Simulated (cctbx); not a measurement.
# Diagnosing a refinement

Cell a = 7.0400 Å, b = 7.0400 Å, c = 9.2990 Å, α = 90.00°, β = 90.00°, γ = 90.00°; space group P4/mmm (no. 123). The compound is TlCu4SbCl12.

The data are simulated with cctbx, not measured: Mo Kα, λ = 0.71073 Å, to d = 0.84 Å, 80 % of the full sphere, strongest reflection 20000 counts, noise from counting, a 1.5 % proportional error and a noise floor of 8 counts (s.d.); no absorption, and some extinction, which the refinements don't model.

An anisotropic refinement with weights 1/σ² prints:

```text
Rint 0.026, 285 unique reflections to 0.84 A
cycle     R1     wR2    GooF  max shift (A)
   1  0.2664  0.4942  33.865   0.02438
   3  0.0942  0.2149  14.726   0.00018
final R1 0.0943 wR2 0.2149 GooF 14.726  parameters 22  data/parameter 13.0
atom        x        y        z      Ueq    occ   su(xyz)  su(Uiso or U11)
Tl1    0.00000  0.00000  0.00000  -0.0030  1.000  0.00000  0.0012  NPD
Sb1    0.50000  0.50000  0.50000  -0.0006  1.000  0.00000  0.0018  NPD
Cu1    0.00000  0.50000  0.77615   0.0054  1.000  0.00059  0.0029
Cl1    0.75421  0.24579  0.00000   0.0019  1.000  0.00102  0.0033
Br1    0.28580  0.71420  0.50000   0.0671  1.000  0.00116  0.0042
Cl2    0.50000  0.50000  0.72965  -0.0012  1.000  0.00149  0.0042  NPD
Cl3    0.00000  0.00000  0.24879   0.0023  1.000  0.00149  0.0046
difference map: max 9.87 min -6.40 rms 0.98
Q1    0.0000  0.0000  0.0000    1    9.87  0.00 A from Tl1
Q2    0.5000  0.5000  0.5000    1    5.62  0.00 A from Sb1
Q3    0.0000  0.5000  0.2116    4    3.73  0.11 A from Cu1
Q4    0.0000  0.0000  0.2159    2    3.37  0.31 A from Cl3
Q5    0.2916  0.2916  0.0000    4    2.41  0.46 A from Cl1
Q6    0.5000  0.5000  0.2227    2    2.30  0.44 A from Cl2
```

Q: Accept it or mend it, and why?

Mend it. The fault: wrong element: Br1 is Cl. Against the right model at the same level, R1 goes from 0.0082 to 0.0943 and GooF from 1.00 to 14.73, U of Sb1 shrinks from 0.0055 to -0.0006 Å², U of Tl1 shrinks from 0.0033 to -0.0030 Å², U of Br1 swells from 0.0086 to 0.0671 Å², the top difference peak, 9.9 e/Å³, lies on Tl1, a hole of -6.4 e/Å³ opens and Tl1, Sb1 and Cl2 go non-positive-definite. Br1 has 18 electrons too many and its U swells to shed them, as expected.

The compound is TlCu4SbCl12. The right model at the same level gives:

```text
Rint 0.026, 285 unique reflections to 0.84 A
cycle     R1     wR2    GooF  max shift (A)
   1  0.0132  0.0255   1.750   0.00135
   2  0.0082  0.0147   1.005   0.00000
final R1 0.0082 wR2 0.0147 GooF 1.005  parameters 22  data/parameter 13.0
atom        x        y        z      Ueq    occ   su(xyz)  su(Uiso or U11)
Tl1    0.00000  0.00000  0.00000   0.0033  1.000  0.00000  0.0001
Sb1    0.50000  0.50000  0.50000   0.0055  1.000  0.00000  0.0001
Cu1    0.00000  0.50000  0.77646   0.0113  1.000  0.00004  0.0002
Cl1    0.75173  0.24827  0.00000   0.0096  1.000  0.00008  0.0002
Cl2    0.28508  0.71492  0.50000   0.0086  1.000  0.00007  0.0002
Cl3    0.50000  0.50000  0.73101   0.0088  1.000  0.00011  0.0003
Cl4    0.00000  0.00000  0.24678   0.0078  1.000  0.00010  0.0003
difference map: max 0.30 min -0.52 rms 0.07
Q1    0.0000  0.2859  0.0000    4    0.31  1.77 A from Cl1
Q2    0.3889  0.3889  0.5000    4    0.27  1.03 A from Cl2
Q3    0.0000  0.1347  0.2012    8    0.22  1.04 A from Cl4
Q4    0.0000  0.3501  0.5000    4    0.20  2.06 A from Cl2
Q5    0.0901  0.3858  0.1687   16    0.20  1.14 A from Cu1
Q6    0.2184  0.4202  0.0000    8    0.19  1.23 A from Cl1
```

This is a model crystal, built by substitution and not relaxed, with assumed displacement parameters.

[Middle refinement cycles are left out of these outputs.]

[Logs are printed without paths, hosts, clocks, repeated set-up lines and the standing remarks that a program may print on its own settings, such as how far it seeks lower states.]
